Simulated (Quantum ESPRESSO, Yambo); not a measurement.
Planning a run of Quantum ESPRESSO 7.5 on ZrS2 (1T monolayer). The input:

```
&control
  calculation = 'nscf'
  prefix = 'x'
  outdir = 'o'
  pseudo_dir = 'pseudo'
/
&system
  ibrav = 0
  nat = 3
  ntyp = 2
  ecutwfc = 58.0
  nbnd = 34
  force_symmorphic = .true.
/
&electrons
  conv_thr = 1e-9
  electron_maxstep = 80
  diago_full_acc = .true.
  diago_thr_init = 5e-6
/
ATOMIC_SPECIES
  Zr 91.224 Zr.upf
  S 32.06 S.upf
CELL_PARAMETERS angstrom
  3.6890878886 -0.0000000002 0.0000000000
  -1.8445439442 3.1948438284 0.0000000000
  0.0000000000 0.0000000000 16.0000000000
ATOMIC_POSITIONS crystal
  Zr 0.0000000000 0.0000000000 0.5000000000
  S 0.3333333333 0.6666666667 0.5903858187
  S 0.6666666667 0.3333333333 0.4096141813
K_POINTS automatic
  18 18 1 0 0 0
```

```sh
OMP_NUM_THREADS=1 mpirun -n 8 pw.x -nk 4 -in pw.in > pw.out
```

Question: Estimate wall time and host memory on 8 MPI ranks of Intel Xeon Platinum 8259CL at 2.50GHz (Skylake/Cascade Lake), shared host.

It took 29 s; on shared hardware allow 14 s to 58 s. Peak host memory was 0.6 GiB.

[Paths, hosts, dates, memory and timing lines, banners, echoed tables and standing remarks are left out of the program output.]

[Logs are printed without paths, hosts, clocks, repeated set-up lines and the standing remarks that a program may print on its own settings, such as how far it seeks lower states.]

[Runs of the session that timed out or met a known fault of the program may be left out.]

[Hosts, paths, dates, database ids (printed as entryN), source tags and the programs' standing remarks are cut or masked in the printed files.]
